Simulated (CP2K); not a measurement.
Two runs for the C K edge of cyclobutanone. Run A: CP2K XAS_TDP, all-electron GAPW, PBEh(45%), aug-cc-pVDZ, TDA, no relativity. Run B differs in one setting.

First lines with a strength over 0.0015. A:

| atom | energy (eV) | states | strength, one atom |
| --- | --- | --- | --- |
| C2 (bonded to 2 C and O) | 281.79 | 1 | 0.0697 |
|  | 287.48 | 1 | 0.0046 |
|  | 287.63 | 1 | 0.0054 |
|  | 288.48 | 1 | 0.0034 |
|  | 288.65 | 1 | 0.0216 |
| C3 (bonded to 2 C and 2 H), 2 alike | 284.11 | 1 | 0.0079 |
|  | 284.74 | 1 | 0.0164 |
|  | 284.91 | 1 | 0.0175 |
|  | 285.90 | 1 | 0.0150 |
|  | 286.03 | 1 | 0.0059 |
| C4 (bonded to 2 C and 2 H) | 283.49 | 1 | 0.0039 |
|  | 284.06 | 1 | 0.0076 |
|  | 284.89 | 1 | 0.0157 |
|  | 285.04 | 2 | 0.0113 |
|  | 285.95 | 1 | 0.0093 |

B:

| atom | energy (eV) | states | strength, one atom |
| --- | --- | --- | --- |
| C2 (bonded to 2 C and O) | 285.41 | 1 | 0.0782 |
|  | 292.49 | 1 | 0.0108 |
|  | 292.71 | 1 | 0.0284 |
|  | 293.43 | 1 | 0.0269 |
|  | 293.55 | 1 | 0.0043 |
| C3 (bonded to 2 C and 2 H), 2 alike | 287.69 | 1 | 0.0030 |
|  | 288.85 | 1 | 0.0143 |
|  | 289.23 | 1 | 0.0358 |
|  | 289.65 | 1 | 0.0299 |
|  | 290.79 | 1 | 0.0146 |
| C4 (bonded to 2 C and 2 H) | 288.49 | 1 | 0.0129 |
|  | 288.80 | 1 | 0.0139 |
|  | 289.72 | 1 | 0.0324 |
|  | 289.77 | 1 | 0.0188 |
|  | 289.86 | 1 | 0.0105 |

**Question.** Which was it: GW2X switched on, the basis, scalar relativity switched on, the functional?

The functional (functional from PBEh(45%) to PBEh(60%); the lines alone don't name the new value). A functional moves all lines by electronvolts and changes their spacings and strengths. Against PBEh(45%) in aug-cc-pVDZ, the leading line moves by +3.62 eV, to 285.41 eV; the strength of C2's goes from 0.0697 to 0.0782. For C3 and C4 the rule picks another line of the list in the two runs, so no shift is given. The next line of C2 over the strength cut lies 7.08 eV higher, against 5.69.

[Hosts, paths, dates, database ids (printed as entryN), source tags and the programs' standing remarks are cut or masked in the printed files.]
